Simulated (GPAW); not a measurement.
**P (puckered monolayer): G0W0 with GPAW, start to end**

The cell holds 4 atoms: 4 P. Cell: a = 4.363 Å, b = 3.278 Å, c = 13.000 Å, α = 90.0°, β = 90.0°, γ = 90.0°. Vacuum lies along c.

```
P
1.0
     4.36276    0.00000    0.00000
     0.00000    3.27805    0.00000
     0.00000    0.00000   13.00000
P
4
Direct
  0.08035 0.00000 0.58136
  0.41965 0.50000 0.58136
  0.58035 0.50000 0.41864
  0.91965 0.00000 0.41864
```

```yaml
method: DFT, LDA, plane waves, PAW (and 1 further level or step)
program: GPAW 26.7.0
settings: cutoff 450 eV, GPAW PAW setups 1.2.1 data release, 6×8×1 k-mesh, nbands 312
cost: 4 runs, 3.8 min in all on 16 MPI ranks of Arm Neoverse V2, shared host
notes: The structure was relaxed with LDA.
lda_gap: 0.57 eV, indirect (only 10 meV under the direct gap)
g0w0_gap_on_the_mesh: 1.33 eV
gw_settings: 6×8×1 mesh, 140 bands, screening to 48 eV, full frequency, Hilbert transform
known_limits: short of the basis limit
```

G0W0 moves the gap on the mesh from 0.58 eV to 1.33 eV (+0.75 eV), with Z of 0.70 and 0.70 at the edges. The dearest step here is «empty states on the mesh».

[Long decimals in the printed logs are rounded to 6 places.]

[Logs are printed without paths, hosts, clocks, repeated set-up lines and the standing remarks that a program may print on its own settings, such as how far it seeks lower states.]

[Paths, hosts, dates, memory and timing lines, banners, echoed tables and standing remarks are left out of the program output; an Ansatz launch command may be rebuilt from the run's recorded settings. Measured values are a selection of at most five: reports struck by readers or far from the other reports are left out. None is set beside runs whose start may be inverted or whose files or cutoffs have a known fault.]

[Runs of the session that timed out or met a known fault of the program may be left out.]

[Hosts, paths, dates, database ids (printed as entryN), source tags and the programs' standing remarks are cut or masked in the printed files.]

[Where the starting crystal was built by hand or by swapping elements, it need not be the compound's stable phase.]
